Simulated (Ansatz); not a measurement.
## What MgAs2 in C2/m, a phase reached by a soft mode distorts into

Which phase does MgAs2 in C2/m, a phase reached by a soft mode fall into along its unstable mode, and how much energy does it gain?

Calculated with Ansatz 0.2.0; DFT PBE+D3(BJ), scalar-relativistic, plane waves, PAW.

The raw output is cut from this account; settings, times and results stay.

## (1) Starting point

The structure is monoclinic, space group C2/m (No. 12). The conventional cell has a = 8.427 Å, b = 5.200 Å, c = 5.425 Å, α = 90.00°, β = 92.19°, γ = 90.00°. Mg has 8 As at 2.71 to 2.97 Å nearest. Nearest to As lie 3 As at 2.47 to 2.97 Å and 3 Mg at 2.88 to 2.97 Å. As has 1 As at 2.51 Å and 5 Mg at 2.71 to 2.96 Å nearest. Farther neighbours, and contacts between anions beyond the nearest, are not listed.

## (2) Modes at Γ

This phase was reached earlier by freezing in an unstable mode of a structure of higher symmetry and relaxing. Its zone-centre modes tell whether it is the end of the road.

input.yaml reads:

```yaml
crystal:
  lattice:
    - [4.2133693125, -2.6002441992, 0.0001262099]
    - [4.2133693125, 2.6002441992, 0.0001262099]
    - [-0.2070858946, 0.0, 5.4210298616]
  atoms:
    - { symbol: Mg, position: [0.1605829177, 0.1605829177, 0.2452416233] }
    - { symbol: Mg, position: [0.8394170823, 0.8394170823, 0.7547583767] }
    - { symbol: As, position: [0.4876648902, 0.4876648902, 0.7723965745] }
    - { symbol: As, position: [0.8098990772, 0.8098990772, 0.2563583468] }
    - { symbol: As, position: [0.1901009228, 0.1901009228, 0.7436416532] }
    - { symbol: As, position: [0.5123351098, 0.5123351098, 0.2276034255] }
kpoints:
  mp_grid: { grid: [8, 8, 8] }
hamiltonian:
  xc: pbe
  dispersion: d3bj
scf:
  occupations: { method: methfessel_paxton, width: 0.2 }
output:
  eigenvalues: true
phonons:
  method: dfpt
```

The run is started by

```
$ ansatz run input.yaml --threads 8 --pin off --max-ram 14336MiB --backend cpu --events-out ev --progress --plain --runs-dir out
```

Wall time 72 s (8 threads of AMD EPYC 9R14 (Zen 4), shared host); peak memory 2.8 GiB.

Numbers from this step:

| Quantity | Value |
| --- | --- |
| volume per atom | 19.80 Å³ |
| gap on the k-mesh | 0 eV |
| sum-rule residual before enforcement | 3.20e-5 eV/Å² |
| point group | 2/m |
| highest optical mode at the zone centre (no LO-TO term) | 270.4 cm⁻¹ |
| lowest optical zone-centre mode | -89.59 cm⁻¹ |

Patterns of degenerate modes are one choice out of their space. Modes at Γ, with each element's share of the kinetic energy (negative means imaginary):

```csv
mode,frequency (cm⁻¹),symmetry,Mg %,As %
1,-89.6,Au,0,100
2,-69.9,Bg,0,100
3,0.0,acoustic,14,86
4,0.0,acoustic,14,86
5,0.0,acoustic,14,86
6,61.4,Bg,18,82
7,68.4,Ag,18,82
8,73.8,not assigned,14,86
9,73.8,not assigned,28,72
10,161.3,Bu,81,19
11,167.4,Ag,83,17
12,178.6,Ag,0,100
13,182.5,Bu,5,95
14,201.3,Ag,1,99
15,212.0,Au,86,14
16,217.0,Bg,82,18
17,249.9,Bu,72,28
18,270.4,Ag,69,31
```

Displacements in mode 1 (-89.6 cm⁻¹), the largest set to 1:
```
Mg1  0.00 -0.12  0.00
Mg2  0.00 -0.12  0.00
As3  0.00 -0.96  0.00
As4  0.00  1.00  0.00
As5  0.00  1.00  0.00
As6  0.00 -0.96  0.00
```

Displacements in mode 15 (212.0 cm⁻¹), the largest set to 1:
```
Mg1  0.00  1.00  0.00
Mg2  0.00  1.00  0.00
As3  0.00 -0.18  0.00
As4  0.00 -0.14  0.00
As5  0.00 -0.14  0.00
As6  0.00 -0.18  0.00
```

Before it was imposed, the acoustic sum rule was missed by 3.2e-5 eV/Å². Small misses are needed for a sound result but don't prove that mesh and cutoff are converged. The lowest optical mode is imaginary, 89.6i cm⁻¹, so the energy falls along it.

## (3) The mode frozen in, largest atomic shift 0 Å

The mode followed lies at Γ with frequency 89.6i cm⁻¹, the softest among the wavevectors solved. At small amplitude the pattern taken leaves space group no. 5 by a symmetry search on the positions. The undistorted cell that holds it gives the zero of energy on the same k mesh.

input.yaml, as its differences from that of step 2:

```diff
@@ -20,4 +20,4 @@
 output:
+  forces: true
+  stress: true
   eigenvalues: true
-phonons:
-  method: dfpt
```

Elapsed: 2.9 s, on 8 threads; peak memory 1 GiB.

This step gave:

```yaml
pressure: 0.001182 GPa
energy_from_the_undistorted_cell: 0 meV/atom
```

The run ends at a pressure of 0.00 GPa, with forces up to 7.6e-4 eV/Å.

## (4) The mode frozen in, largest atomic shift 0.14 Å

The atoms are moved along the unstable eigenvector, the largest shift by 0.14 Å, with the cell fixed.

input.yaml, the sections that differ from step 3:

```yaml
crystal:
  lattice:
    - [4.2133693125, -2.6002441992, 0.0001262099]
    - [4.2133693125, 2.6002441992, 0.0001262099]
    - [-0.2070858946, 0.0, 5.4210298616]
  atoms:
    - { symbol: Mg, position: [0.1637434369, 0.1574223986, 0.2452416233] }
    - { symbol: Mg, position: [0.8425776014, 0.8362565631, 0.7547583767] }
    - { symbol: As, position: [0.5135601479, 0.4617696325, 0.7723965745] }
    - { symbol: As, position: [0.7829785287, 0.8368196257, 0.2563583468] }
    - { symbol: As, position: [0.1631803743, 0.2170214713, 0.7436416532] }
    - { symbol: As, position: [0.5382303675, 0.4864398521, 0.2276034255] }
# kpoints, hamiltonian, scf, output: as in step 3
```

It took 4.9 s on 8 threads; peak memory 0.97 GiB; 37 s of CPU time.

This step gave:

```
pressure                         : 0.5066 GPa
energy from the undistorted cell : -8.236 meV/atom
```

The energy, extrapolated to zero smearing, is -8.24 meV/atom against the undistorted cell.

The run ends at a pressure of 0.51 GPa, with forces up to 0.20 eV/Å.

## (5) Energy along the mode, all amplitudes (two of the runs are shown above)

An imaginary frequency means negative curvature, so the energy should fall and then rise again as anharmonic terms take over.

This step gave:

| Property | Result |
| --- | --- |
| depth at the lowest point sampled | 8.236 meV/atom |
| largest atomic shift at that point | 0.14 Å |

The energy from the parent by largest atomic shift:

```csv
largest atomic shift (Å),energy from the parent (meV/atom)
0.000,0
0.040,-1.16
0.080,-4.20
0.140,-8.24
0.220,-3.20
0.320,33.7
```

Displacement at unit largest shift by atom:

```csv
atom,x (Å),y (Å),z (Å),size
Mg1,0.00,-0.12,0.00,0.12
Mg2,0.00,-0.12,0.00,0.12
As3,0.00,-0.96,0.00,0.96
As4,0.00,1.00,0.00,1.00
As5,0.00,1.00,0.00,1.00
As6,0.00,-0.96,0.00,0.96
```

The lowest step is at 0.14 Å, 8.24 meV/atom below the parent, and the energy rises beyond it.

## (6) Relaxation from the frozen mode

Starting from the lowest point found, all atoms and the cell are let go, so that strain and other modes of the same symmetry can join in.

input.yaml, as its differences from that of step 4:

```diff
@@ -23 +23,6 @@
   eigenvalues: true
+relax:
+  adjacent_minimum: "off"
+  f_tol: 0.002
+  max_steps: 120
+  cell: { stress_tol: 0.03 }
```

The job ended after 42 s (8 threads; peak memory 1 GiB; 5.3 min of CPU time).

Relaxation path:

```csv
step,energy less that of the first step (eV),largest force component (eV/Å),pressure (GPa),volume (Å³)
1,0.0000,0.1961,0.51,118.78
2,-0.0242,0.1059,-0.17,119.94
3,-0.0364,0.0513,0.17,119.69
4,-0.0378,0.0421,-0.17,120.08
5,-0.0388,0.0118,-0.02,119.93
6,-0.0389,0.0028,0.01,119.84
7,-0.0389,0.0010,0.00,119.86
8*,-0.0391,0.0011,0.00,119.86
```

Relaxation steps marked * repeat the geometry before them on a plane-wave basis chosen anew for their cell, so energy and pressure can jump there.

Forces are held to the 2 operations that the program found; a distortion that breaks them can't arise in this run.

```csv
cell as run,before,after,change
a (Å),4.951,4.908,-0.9 %
b (Å),4.951,4.908,-0.9 %
c (Å),5.425,5.429,+0.1 %
α (°),91.86,91.26,-0.7 %
β (°),91.86,91.26,-0.7 %
γ (°),63.36,66.44,+4.9 %
volume (Å³/atom),19.80,19.98,+0.9 %
```

The atoms that moved most (Å, as changes of fractional coordinates times the final cell):

```csv
atom,dx,dy,dz,length
As4,0.055,0.070,0.012,0.090
As5,-0.055,0.070,-0.012,0.090
As6,-0.033,-0.056,0.000,0.065
As3,0.033,-0.056,0.000,0.065
Mg2,0.017,-0.014,0.006,0.023
Mg1,-0.017,-0.014,-0.006,0.023
```

Numbers from this step:

```
pressure        : 0.001100 GPa
volume per atom : 19.98 Å³
```

The distorted start has space group C2; the relaxation ends in C2.

## (7) The new phase in its own primitive cell

The relaxed structure is symmetrised, reduced to its primitive cell and relaxed tightly, as its phonons need.

input.yaml, the sections that differ from step 6:

```yaml
crystal:
  lattice:
    - [4.106097963, -2.6891424746, 0.0]
    - [4.106097963, 2.6891424746, 0.0]
    - [-0.1426990365, 0.0, 5.4276171004]
  atoms:
    - { symbol: Mg, position: [0.1643537333, 0.1527377733, 0.2441523107] }
    - { symbol: Mg, position: [0.8472622267, 0.8356462667, 0.7558476893] }
    - { symbol: As, position: [0.5279512098, 0.4553081173, 0.7723812617] }
    - { symbol: As, position: [0.7766562546, 0.8566448505, 0.2584408444] }
    - { symbol: As, position: [0.1433551495, 0.2233437454, 0.7415591556] }
    - { symbol: As, position: [0.5446918827, 0.4720487902, 0.2276187383] }
relax:
  adjacent_minimum: "off"
  f_tol: 0.001
  max_steps: 60
  cell: { stress_tol: 0.01 }
# kpoints, hamiltonian, scf, output: as in step 6
```

The job ended after 16 s (8 threads; peak memory 1 GiB; 2 min of CPU time).

Little changed from the start: no atom moved by 0.005 Å and no cell edge by 0.1 %.

This step gave:

- pressure: -0.003137 GPa

The largest force component left is 0.67 meV/Å and the pressure is -0.003 GPa, within the tolerances set. The cell now holds 19.98 Å³/atom.

## (8) Modes of the new phase

A relaxed structure may still be a saddle point, so its zone-centre modes are computed. No field response is asked, since the mesh shows no gap.

input.yaml reads:

```yaml
crystal:
  lattice:
    - [4.1060075271, -2.6895420674, 0.0001765878]
    - [4.1060075271, 2.6895420674, 0.0001765878]
    - [-0.1424624723, 0.0, 5.4274475451]
  atoms:
    - { symbol: Mg, position: [0.1643542259, 0.1526972918, 0.2441541207] }
    - { symbol: Mg, position: [0.8473027082, 0.8356457741, 0.7558458793] }
    - { symbol: As, position: [0.5279373438, 0.4553041796, 0.7723891943] }
    - { symbol: As, position: [0.776636826, 0.8566564676, 0.2584443821] }
    - { symbol: As, position: [0.1433435324, 0.223363174, 0.7415556179] }
    - { symbol: As, position: [0.5446958204, 0.4720626562, 0.2276108057] }
kpoints:
  mp_grid: { grid: [8, 8, 8] }
hamiltonian:
  xc: pbe
  dispersion: d3bj
scf:
  occupations: { method: methfessel_paxton, width: 0.2 }
output:
  eigenvalues: true
phonons:
  method: dfpt
```

It took 2.2 min on 8 threads; peak memory 4.3 GiB; 15 min of CPU time.

This step gave:

```yaml
sum_rule_residual_before_enforcement: 4.12e-5 eV/Å²
point_group: 2
highest_optical_mode_at_the_zone_centre_no_lo_to_term: 262.5 cm⁻¹
lowest_optical_zone_centre_mode: 51.29 cm⁻¹
```

Patterns of degenerate modes are one choice out of their space. Modes at Γ, with each element's share of the kinetic energy:

```csv
mode,frequency (cm⁻¹),symmetry,Mg %,As %
1,0.0,acoustic,14,86
2,0.0,acoustic,14,86
3,0.0,acoustic,14,86
4,51.3,B,12,88
5,64.1,A,29,71
6,66.8,B,16,84
7,73.6,A,20,80
8,105.6,B,7,93
9,117.9,A,3,97
10,131.6,B,80,20
11,136.9,A,75,25
12,162.8,B,0,100
13,166.5,A,4,96
14,199.7,A,2,98
15,240.0,B,73,27
16,251.4,B,84,16
17,252.1,A,84,16
18,262.5,A,69,31
```

Displacements in mode 4 (51.3 cm⁻¹), the largest set to 1:
```
Mg1 -0.03 -0.77 -0.42
Mg2 -0.03  0.77 -0.42
As3 -0.24  1.00  0.54
As4  0.25 -0.48 -0.41
As5  0.25  0.48 -0.41
As6 -0.24 -1.00  0.54
```

Displacements in mode 7 (73.6 cm⁻¹), the largest set to 1:
```
Mg1 -1.00 -0.09  0.05
Mg2  1.00 -0.09 -0.05
As3  0.79  0.03  0.02
As4 -0.83  0.00 -0.04
As5  0.83  0.00  0.04
As6 -0.79  0.03 -0.02
```

Before it was imposed, the acoustic sum rule was missed by 4.1e-5 eV/Å². Small misses are needed for a sound result but don't prove that mesh and cutoff are converged. The lowest optical mode is real, 51.3 cm⁻¹.

## (9) The phases reached

The phases reached along the modes that were followed are set side by side.

Energies are those of the first relaxation, on the mesh of the frozen mode; space group, volume and gap are those of the last relaxation. Phases, by row:

```csv
mode frozen in,space group,energy from parent (meV/atom),volume (Å³/atom),gap on mesh (eV),lowest zone-centre optical mode (cm⁻¹),largest shift (Å)
parent,C2/m,0,19.8,0,–,–
"q = (0, 0, 0), 90i cm⁻¹",C2,-14.51,19.98,0,51.3,0.226
```

## (10) Results

| Item | Value |
| --- | --- |
| unstable mode of the parent | q = (0, 0, 0), 90i cm⁻¹ |
| depth at the lowest point sampled | 8.24 meV/atom |
| largest atomic shift at that point | 0.14 Å |
| space group reached | C2 |
| energy gained over the parent (first relaxation, on the mesh of the frozen mode) | 14.5 meV/atom |
| volume per atom, phase reached | 20.0 Å³ |
| lowest optical zone-centre mode, phase reached | 51.3 cm⁻¹ |
| highest optical mode at the zone centre (no LO-TO term), phase reached | 262 cm⁻¹ |

What this shows: Along this mode the structure falls into C2, 14.5 meV/atom below the parent. At the parent's cell the well is 8.236 meV/atom deep on the steps tried, with its lowest point at a shift of 0.14 Å. Relaxing atoms and cell changes the gain by +6.27 meV/atom against the lowest step (energies at zero smearing). The new phase has no imaginary mode at the zone centre of its cell; other wavevectors were not checked. Each path keeps the symmetry of its pattern, so a lower phase may lie along a pattern not tried. With no gap, or one that is small against the smearing, the frequencies hang on the k mesh and the smearing, most of all near Kohn anomalies. A semilocal functional can close a gap that the real compound would have, so the metallic treatment may be an artefact of the level. In the phonons the program holds the C6 weights of the dispersion term fixed, leaving out their change with coordination. The starting cell was built on a prototype and not taken from a measurement, so the phase need not exist.

[Long decimals in the printed logs are rounded to 6 places.]

[Logs are printed without paths, hosts, clocks, repeated set-up lines and the standing remarks that a program may print on its own settings, such as how far it seeks lower states.]

[Hosts, paths, dates, database ids (printed as entryN), source tags and the programs' standing remarks are cut or masked in the printed files.]

[Where the starting crystal was built by hand or by swapping elements, it need not be the compound's stable phase.]
